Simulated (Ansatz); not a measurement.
# Quasiparticle gap of Te3As2 (Kalgoorlieite), part 2 of 3

Aim: the quasiparticle gap of Te3As2 (Kalgoorlieite), starting from LDA.

Ansatz 0.2.0; LDA, then G0W0 on it, plane waves, PAW. Known limits of the many-body steps: finite bands, screening cutoff and k mesh; no spin-orbit coupling in G0W0; large ε∞ on the G0W0 mesh.

So far. Step 2 (Bands along the symmetry lines): Over mesh and path the gap is 0.376 eV, from k = (-0.592, -0.408, 0.000) to k = (-0.500, -0.500, 0.500). The least direct gap found is 0.425 eV, at k = (0.000, 0.000, 0.300).

**3. The quasiparticle correction**

G0W0 replaces the xc potential by a self-energy built once from the orbitals of the start. Levels are corrected in the window of bands that the input names, at points of the mesh.

This step: G0W0 on LDA, plane waves, PAW.

input.yaml

```yaml
crystal:
  lattice:
    - [7.17865, -2.00995, 0.0]
    - [7.17865, 2.00995, 0.0]
    - [-0.8811692412, 0.0, 9.859702925]
  atoms:
    - { symbol: Te, position: [0.0289, 0.0289, 0.2868] }
    - { symbol: Te, position: [0.9711, 0.9711, 0.7132] }
    - { symbol: Te, position: [0.7777, 0.7777, 0.339] }
    - { symbol: Te, position: [0.2223, 0.2223, 0.661] }
    - { symbol: Te, position: [0.3744, 0.3744, 0.0355] }
    - { symbol: Te, position: [0.6256, 0.6256, 0.9645] }
    - { symbol: As, position: [0.2026, 0.2026, 0.1408] }
    - { symbol: As, position: [0.7974, 0.7974, 0.8592] }
    - { symbol: As, position: [0.6133, 0.6133, 0.4406] }
    - { symbol: As, position: [0.3867, 0.3867, 0.5594] }
kpoints:
  mp_grid: { grid: [4, 4, 2] }
hamiltonian:
  xc: lda
scf:
  occupations: { method: fixed }
gw:
  n_empty_bands: 1070
  ecut_chi: 140.0
  qp_bands: [v3, c3]
  qp_kpoints: band_edges
  screening: { model: contour_deformation }
```

Started as:

```sh
> ansatz run input.yaml --threads 3 --pin off --max-ram 92160MiB --backend cuda --events-out ev --progress --plain --runs-dir out --devices 1 --max-vram 13GiB
```

Numbers of over 12 decimals in the logs are rounded to 6 here.

Log:

```text
GPUs: using 1 of 1 available (devices: 1).
[...]
GPU FFT provider: cuFFT
GPU libraries: cuBLAS 13.8.2, cuFFT 12.4.0, cuSOLVER 12.3.4
Crystal: 10 atoms, lattice volume = 284.526 Å³
Basis set: ecut = 420 eV, 5571 PW (Γ)
Bands: 94, of which v1, the nominal top of the filled ones, is band 78 counted from 1 (77 counted from 0)
Symmetry: 4 space group operations
[...]
k-points: 14 of 32
[...]
GPU buffer pool allocated for 180000 grid points (all kernels)
[...]
SCF iter   1: F=—  HF=-60057.877788 eV  |F-HF|=—  |Δ(HF+E_count)|=         —  Δρ=4.49e-3  dr2=4.18e-2  ethr=1.77e-3  ⟨swp⟩=4.9  Hψ=4143  notcnv=0  defer=179
[...]
SCF iter   8: F=-60057.857553 eV  HF=-60057.857553 eV  |F-HF|=2.64e-8  |Δ(HF+E_count)|=   2.82e-8  Δρ=2.87e-6  dr2=4.32e-8  ethr=6.41e-11  ⟨swp⟩=11.4  Hψ=6035  notcnv=0
SCF 1 converged in 8 iterations: F = -60057.857553 eV  dr2 = 4.32e-8
[...]
NSCF: frozen V_eff on 14 k-points
the band table was solved once the SCF had ended and its energy, with any forces and stress, was formed, with the checks that follow a solve (5313 applications of the Hamiltonian). They found nothing against the state; the energy, forces and stress were not computed again (output.eigenvalues in the input reference)
[...]
G₀W₀ screening: q 1/14
[... further progress lines ...]
[...]
SCF converged after 8 iterations
Free energy (F): -60057.857553 eV
[...]
Internal energy: -60057.857553 eV  (E = F + TS)
E sigma→0 (E₀):  -60057.857553 eV
Fermi energy:    8.863055 eV
[...]
--- Band table (eV; the first three rows and the last of 14) ---
  k-point 0: bands = [... 74 lower, 8.3232, 8.3565, 8.5261, 8.5311, 10.0159, 10.2685, 10.5644, 10.7710, ... 12 higher]
  k-point 1: bands = [... 74 lower, 8.4280, 8.6151, 8.7356, 8.7826, 9.6984, 9.7778, 10.1381, 10.2908, ... 12 higher]
  k-point 2: bands = [... 74 lower, 8.1529, 8.3478, 8.5212, 8.7110, 10.0141, 10.3015, 10.3066, 10.4965, ... 12 higher]
  k-point 13: bands = [... 74 lower, 8.3681, 8.6265, 8.7234, 8.8128, 9.3450, 9.4316, 9.8836, 10.4459, ... 12 higher]
--- G₀W₀: contour deformation, 8 samples at zero and on the imaginary axis and 1 off it, 32 q-points, 1070 empty bands' worth ---
  eigenvalues of the whole cell's RPA ε∞ on this k-mesh (on a slab, of 1 + 4πα/V) = 28.4682, 63.8592, 75.3454; static W/v taken at q = 0 is 0.013456
  gw.qp_kpoints: band_edges: 12 of 14 stored k-points solved, in 1 pass; an edge of the gap read off the rows below is read off those points alone
    valence top: of the k-points left out ik 11 came nearest to being solved in a further pass, in band 78 (counted from 1, as in the quasiparticle table): it holds the edge there only if its correction is more favourable than any solved in that band by at least 0.630 eV; those differ by 0.116 eV
    conduction bottom: of the k-points left out ik 4 came nearest to being solved in a further pass, in band 79 (counted from 1, as in the quasiparticle table): it holds the edge there only if its correction is more favourable than any solved in that band by at least 0.546 eV; those differ by 0.073 eV
    ik  band        ε_KS         Σx   Σc(E_QP)       V_xc       Z   E_QP_lin       E_QP  E_QP is
     0    76      8.3565   -15.1687     0.6464   -14.3978  0.7332     8.2315     8.2319  root
     0    77      8.5261   -15.1142     0.6326   -14.3499  0.7358     8.3939     8.3944  root
     0    78      8.5311   -14.8118     0.4205   -14.2739  0.7351     8.4133     8.4138  root
     0    79     10.0159   -11.2817    -3.4203   -14.8702  0.7414    10.1838    10.1840  root
     0    80     10.2685   -11.6386    -3.3113   -15.0819  0.7375    10.4010    10.4005  root
     0    81     10.5644   -10.8708    -3.4956   -14.4774  0.7277    10.6759    10.6755  root
     1    76      8.6151   -15.6325     0.2797   -15.2828  0.7381     8.5450     8.5452  root
     1    77      8.7356   -15.1693     0.6216   -14.3969  0.7364     8.5841     8.5847  root
     1    78      8.7826   -15.5793     0.8162   -14.6066  0.7322     8.6254     8.6262  root
     1    79      9.6984   -10.6398    -3.2812   -14.0423  0.7359     9.8205     9.8197  root
     1    80      9.7778   -10.5247    -3.3323   -13.9806  0.7388     9.9019     9.9013  root
     1    81     10.1381   -10.8688    -3.2572   -14.2230  0.7335    10.2354    10.2351  root
     2    76      8.3478   -15.1545     0.7278   -14.2829  0.7323     8.2033     8.2040  root
     2    77      8.5212   -15.0606     0.5406   -14.4034  0.7357     8.4042     8.4046  root
     2    78      8.7110   -15.0684     0.5234   -14.4409  0.7352     8.6065     8.6068  root
     2    79     10.0141   -10.7510    -3.4540   -14.3650  0.7431    10.1748    10.1741  root
     2    80     10.3015   -10.0802    -3.5792   -13.8070  0.7381    10.4498    10.4491  root
     2    81     10.3066   -10.2799    -3.5548   -13.9644  0.7323    10.4370    10.4362  root
     3    76      8.3223   -15.1660     0.7482   -14.2745  0.7297     8.1784     8.1790  root
     3    77      8.5732   -14.7663     0.4221   -14.2535  0.7352     8.4824     8.4826  root
     3    78      8.7507   -15.3053     0.4551   -14.7431  0.7376     8.6433     8.6436  root
     3    79     10.0351   -10.4199    -3.3876   -13.9419  0.7423    10.1700    10.1695  root
     3    80     10.3521   -10.2858    -3.6009   -14.0406  0.7376    10.5068    10.5061  root
     3    81     10.5787   -10.4392    -3.6579   -14.2459  0.7347    10.7285    10.7275  root
     5    76      8.1333   -15.2622     0.9329   -14.1753  0.7240     7.9783     7.9793  root
     5    77      8.1468   -15.1270     0.9352   -14.0478  0.7222     8.0021     8.0029  root
     5    78      8.5857   -14.9125     0.4841   -14.3202  0.7370     8.4773     8.4776  root
     5    79      9.8057    -9.3825    -3.3470   -12.8250  0.7485     9.9014     9.9012  root
     5    80      9.8640    -9.9978    -3.4225   -13.5469  0.7454     9.9910     9.9906  root
     5    81     10.3411    -9.8558    -3.6416   -13.6440  0.7411    10.4883    10.4876  root
     6    76      8.2309   -15.3022     0.6823   -14.5067  0.7273     8.1171     8.1177  root
     6    77      8.5511   -15.5238     0.8208   -14.5483  0.7308     8.3957     8.3965  root
     6    78      8.7994   -14.8108     0.1469   -14.5775  0.7407     8.7129     8.7131  root
     6    79      9.5709   -10.5214    -3.3503   -14.0286  0.7441     9.7284     9.7277  root
     6    80     10.3100   -10.5534    -3.4836   -14.1536  0.7363    10.4270    10.4266  root
     6    81     10.4567   -10.3965    -3.5758   -14.1009  0.7298    10.5857    10.5852  root
     7    76      8.4316   -15.1160     0.6638   -14.3126  0.7298     8.2913     8.2920  root
     7    77      8.7587   -15.5728     0.8368   -14.5797  0.7316     8.6016     8.6024  root
     7    78      8.8631   -14.8797     0.0354   -14.8040  0.7422     8.8226     8.8227  root
     7    79      9.4713   -10.7336    -3.2800   -14.1635  0.7439     9.6218     9.6212  root
[...]
12    76      8.0626   -15.3251     0.7867   -14.4273  0.7241     7.9513     7.9515  root
    12    77      8.2991   -15.3844     0.9247   -14.3100  0.7241     8.1484     8.1494  root
    12    78      8.4405   -15.3916     0.8959   -14.3415  0.7253     8.2853     8.2863  root
    12    79      9.3843   -10.3085    -3.0645   -13.4872  0.7483     9.4988     9.4986  root
    12    80      9.6793    -9.8032    -3.4328   -13.3577  0.7432     9.8014     9.8010  root
    12    81     10.5777   -10.3767    -3.8069   -14.3396  0.7329    10.7347    10.7337  root
    13    76      8.6265   -14.8421     0.2310   -14.5226  0.7393     8.5377     8.5379  root
    13    77      8.7234   -15.5612     0.8657   -14.5391  0.7305     8.5661     8.5670  root
    13    78      8.8128   -14.7651     0.0984   -14.6093  0.7403     8.7553     8.7554  root
    13    79      9.3450   -10.7700    -3.2070   -14.1233  0.7446     9.4919     9.4914  root
    13    80      9.4316   -10.3776    -3.2887   -13.8175  0.7463     9.5834     9.5828  root
    13    81      9.8836   -10.6999    -3.1822   -13.9784  0.7375     9.9801     9.9799  root
```

It took 5 min on 1 × NVIDIA H100 80GB HBM3 (shared by 6 runs) with 3 threads of AMD EPYC 7R13 (Zen 3), shared host; peak memory 5.5 GiB; 8.4 min of CPU time.

Numbers from this step:

| Item | Value |
| --- | --- |
| bands summed | 1148 |
| RPA ε∞ on this mesh (eigenvalues) | 28.47, 63.86, 75.35 |
| plane waves in the screening matrix | 1059 |
| q-points in the mesh | 32 |
| G0W0 gap over the corrected points | 0.6687 eV |
| k of the valence top | 0.25, 0.25, -0.5 |
| k of the conduction bottom | -0.5, -0.5, -0.5 |
| starting gap on the mesh | 0.4820 eV |
| Z at the valence top | 0.7422 |
| Z at the conduction bottom | 0.7446 |
| least direct G0W0 gap over the corrected points | 0.7359 eV |

Over 12 of 14 irreducible mesh points the G0W0 gap is 0.669 eV, from k = (0.250, 0.250, -0.500) to k = (-0.500, -0.500, -0.500). The LDA gap of this run on the mesh is 0.482 eV. The two states that bound the G0W0 gap lie that far apart at the start, so the correction of the gap is 0.669 − 0.482 = +0.187 eV. The start of this run differs from the step before in mesh (6×6×2 and 4×4×2).

Labels follow the order of the start: v1 is the top filled band, c1 the lowest empty one; levels that stay degenerate share a row, the window can cut a multiplet, doubted levels are not marked in this list, bands outside the window were not corrected, and the list may be a part of the corrected levels. The levels before and after the correction (eV, zero at the valence-band top of each column):

```
           conduction bottom  valence top
Kohn-Sham               0.48         0.00
     G0W0               0.67         0.00
```

```
                         level  occupation  energy (eV)
Kohn-Sham  (0.25 0.25 -0.5) v3           2       -0.431
Kohn-Sham  (0.25 0.25 -0.5) v2           2       -0.104
Kohn-Sham  (0.25 0.25 -0.5) v1           2        0.000
Kohn-Sham  (0.25 0.25 -0.5) c1           0        0.608
Kohn-Sham  (0.25 0.25 -0.5) c2           0        0.802
Kohn-Sham  (0.25 0.25 -0.5) c3           0        1.125
Kohn-Sham  (-0.5 -0.5 -0.5) v3           2       -0.237
Kohn-Sham  (-0.5 -0.5 -0.5) v2           2       -0.140
Kohn-Sham  (-0.5 -0.5 -0.5) v1           2       -0.050
Kohn-Sham  (-0.5 -0.5 -0.5) c1           0        0.482
Kohn-Sham  (-0.5 -0.5 -0.5) c2           0        0.569
Kohn-Sham  (-0.5 -0.5 -0.5) c3           0        1.021
     G0W0  (0.25 0.25 -0.5) v3           2       -0.531
     G0W0  (0.25 0.25 -0.5) v2           2       -0.220
     G0W0  (0.25 0.25 -0.5) v1           2        0.000
     G0W0  (0.25 0.25 -0.5) c1           0        0.799
     G0W0  (0.25 0.25 -0.5) c2           0        0.963
     G0W0  (0.25 0.25 -0.5) c3           0        1.263
     G0W0  (-0.5 -0.5 -0.5) v3           2       -0.285
     G0W0  (-0.5 -0.5 -0.5) v2           2       -0.256
     G0W0  (-0.5 -0.5 -0.5) v1           2       -0.067
     G0W0  (-0.5 -0.5 -0.5) c1           0        0.669
     G0W0  (-0.5 -0.5 -0.5) c2           0        0.760
     G0W0  (-0.5 -0.5 -0.5) c3           0        1.157
```

The parts of the quasiparticle energy for the two states that bound the G0W0 gap, in eV on the run's own scale (QP = start + Σx + Σc − Vxc, with Σc at the quasiparticle energy):

```csv
edge,k,band,start,Σx,Σc,Vxc,Z,QP
valence top,"(0.250, 0.250, -0.500)",78,8.863,−14.880,0.035,−14.804,0.742,8.823
conduction bottom,"(-0.500, -0.500, -0.500)",79,9.345,−10.770,−3.207,−14.123,0.745,9.491
```

**4. Spin-orbit coupling in LDA**

This run has two-component orbitals with spin-orbit coupling.

This step: DFT, LDA with spin-orbit coupling, plane waves, PAW.

input.yaml, the sections that differ from step 3:

```yaml
kpoints:
  mp_grid: { grid: [6, 6, 2] }
  band_path:
    path:
      - [0.0, 0.0, 0.0]
      - [-0.26975513, 0.26975513, 0.0]
      - [-0.73024487, -0.26975513, 0.0]
      - [-0.5, -0.5, 0.0]
      - [-0.5, -0.5, 0.5]
      - [-0.73279539, -0.26720461, 0.5]
      - [-0.26720461, 0.26720461, 0.5]
      - [0.0, 0.0, 0.5]
      - [-0.592097948, -0.407902052, 0.0]
      - [0.0, 0.0, 0.3]
    npoints: 1
scf:
  occupations: { method: fermi_dirac, width: 0.02 }
  n_extra_bands: 14
magnetization:
  noncollinear: true
  spin_orbit: true
output:
  eigenvalues: true
  write_density: true
  write_potential: true
  elf: true
  volumetric_format: npy
# crystal, hamiltonian: as in step 3
# gw: removed
```

Log:

```text
[...]
GPUs: using 1 of 1 available (devices: 1).
[...]
non-collinear run that drives no moment, with spin-orbit: no starting moment large enough to seed its density (crystal.atoms[].spin), no starting occupations that ask for one, no magnetisation constraint and no magnetic field, so the semilocal B_xc is pinned to zero
[...]
GPU FFT provider: cuFFT
GPU libraries: cuBLAS 13.8.2, cuFFT 12.4.0, cuSOLVER 12.3.4
Crystal: 10 atoms, lattice volume = 284.526 Å³
Basis set: ecut = 420 eV, 5571 PW (Γ)
Bands: 170, of which v1, the nominal top of the filled ones, is band 156 counted from 1 (155 counted from 0)
Symmetry: 4 space group operations + 4 with time reversal
[...]
k-points: 26 of 72
Projection manifold: j_resolved (fully-relativistic pseudo-atomic orbitals)
[...]
GPU buffer pool allocated for 180000 grid points (all kernels)
[...]
SCF iter   1: F=—  HF=-60074.198022 eV  |F-HF|=—  |Δ(HF+E_count)|=         —  Δρ=1.70e-2  dr2=9.60e-1  dr2_m=0.00e0 (ungated)  ethr=3.10e-3  |M|=0.00e0 ∫|m|=0.00e0 μB  |m|>n=0.0e0 m-floor=0.0e0 τ_xc=0.0e0  β_m=0.30  ⟨swp⟩=6.6  Hψ=10171  notcnv=0  defer=4
[...]
spin=Noncollinear: Resta preconditioning applied to the charge; magnetization (m_x, m_y, m_z) channels mix plain (no charge-response kernel on spin).
SCF iter   2: F=—  HF=-60074.066093 eV  |F-HF|=—  |Δ(HF+E_count)|=   1.32e-1  Δρ=1.22e-2  dr2=3.97e-1  dr2_m=0.00e0 (ungated)  ethr=6.15e-4  |M|=0.00e0 ∫|m|=0.00e0 μB  |m|>n=0.0e0 m-floor=0.0e0 τ_xc=0.0e0  β_m=0.58  ⟨swp⟩=2.0  Hψ=2790  notcnv=0  defer=188
[...]
SCF iter   9: F=-60073.965824 eV  HF=-60073.965824 eV  |F-HF|=4.44e-9  |Δ(HF+E_count)|=   1.10e-7  Δρ=2.65e-6  dr2=3.31e-8  dr2_m=0.00e0 (ungated)  ethr=6.41e-11  |M|=0.00e0 ∫|m|=0.00e0 μB  |m|>n=0.0e0 m-floor=0.0e0 τ_xc=0.0e0  ⟨swp⟩=9.0  Hψ=9439  notcnv=0
SCF 1 converged in 9 iterations: F = -60073.965824 eV  dr2 = 3.31e-8
[...]
SCF converged after 9 iterations
Magnetization: |M| = 0.0000 μB,  M = (+0.0000, +0.0000, +0.0000) μB
Absolute magnetization: 0.0000 μB (∫|m|)
  site 0: m = (+0.0000, +0.0000, +0.0000) μB, |m| = 0.0000 μB  (R = 1.13 Å)
  site 1: m = (+0.0000, +0.0000, +0.0000) μB, |m| = 0.0000 μB  (R = 1.13 Å)
  site 2: m = (+0.0000, +0.0000, +0.0000) μB, |m| = 0.0000 μB  (R = 1.09 Å)
  site 3: m = (+0.0000, +0.0000, +0.0000) μB, |m| = 0.0000 μB  (R = 1.09 Å)
  site 4: m = (+0.0000, +0.0000, +0.0000) μB, |m| = 0.0000 μB  (R = 1.14 Å)
  site 5: m = (+0.0000, +0.0000, +0.0000) μB, |m| = 0.0000 μB  (R = 1.14 Å)
  site 6: m = (+0.0000, +0.0000, +0.0000) μB, |m| = 0.0000 μB  (R = 1.14 Å)
  site 7: m = (+0.0000, +0.0000, +0.0000) μB, |m| = 0.0000 μB  (R = 1.14 Å)
  site 8: m = (+0.0000, +0.0000, +0.0000) μB, |m| = 0.0000 μB  (R = 1.09 Å)
  site 9: m = (+0.0000, +0.0000, +0.0000) μB, |m| = 0.0000 μB  (R = 1.09 Å)
Free energy (F): -60073.965824 eV
[...]
Internal energy: -60073.965774 eV  (E = F + TS)
E sigma→0 (E₀):  -60073.965799 eV
Entropy (-TS):   -0.000050 eV (-0.005 meV/atom)
Fermi energy:    9.183861 eV
[...]
--- Band table (eV; the first three rows and the last of 26) ---
  k-point 0: bands = [... 152 lower, 8.6375, 8.6375, 8.6833, 8.6833, 9.9667, 9.9667, 10.2037, 10.2037, ... 10 higher]
  k-point 1: bands = [... 152 lower, 8.6974, 8.6974, 8.9150, 8.9150, 9.5460, 9.5460, 9.7797, 9.7797, ... 10 higher]
  k-point 2: bands = [... 152 lower, 8.6144, 8.6144, 8.8805, 8.8805, 10.0101, 10.0101, 10.2463, 10.2463, ... 10 higher]
  k-point 25: bands = [... 152 lower, 8.7744, 8.7744, 9.0275, 9.0275, 9.2899, 9.2899, 9.4212, 9.4212, ... 10 higher]
```

Elapsed: 18 s, on 1 × NVIDIA H100 80GB HBM3 (shared by 6 runs) with 3 threads; peak memory 2.1 GiB; 32 s of CPU time.

Numbers from this step:

```
gap                  : 0.1849 eV
valence top at       : k = (0.000, 0.000, 0.300)
conduction bottom at : M_2
least direct gap     : 0.2623 eV
```

Over mesh and listed points the gap is 0.185 eV, from k = (0.000, 0.000, 0.300) to k = (-0.500, -0.500, 0.500). The least direct gap found is 0.262 eV, at k = (-0.500, -0.500, 0.500). LDA+SOC against LDA: 0.185 − 0.376 = −0.191 eV. Mesh, set of files and cutoff are the same, but the valence top lies at another k point, so this need not be the shift of one pair of states. The spin-orbit run sees mesh and listed points alone, so its gap is an upper bound: the coupling can move an edge off these points, and the change over the zone, its sign included where it is small, is not known.

[end of part 2 of 3]

[Paths, hosts, dates, memory and timing lines, banners, echoed tables and standing remarks are left out of the program output.]

[Logs are printed without paths, hosts, clocks, repeated set-up lines and the standing remarks that a program may print on its own settings, such as how far it seeks lower states.]

[Runs of the session that timed out or met a known fault of the program may be left out.]

[Cells called generated may have been cut or substituted from an entry of the Crystallography Open Database or the Materials Project.]

[Hosts, paths, dates, database ids (printed as entryN), source tags and the programs' standing remarks are cut or masked in the printed files.]

[Where an RPA ε∞ is given, it is that of the G0W0 mesh and is not shown converged in it. Names of k-points follow the symmetry that the program found, which can be lower than the space group named. Band edges on a path are those of the sampled points; other points can move an edge, and change direct to indirect where valleys lie close.]

[Hybrid gaps are those of their k-mesh and are not shown converged in it.]
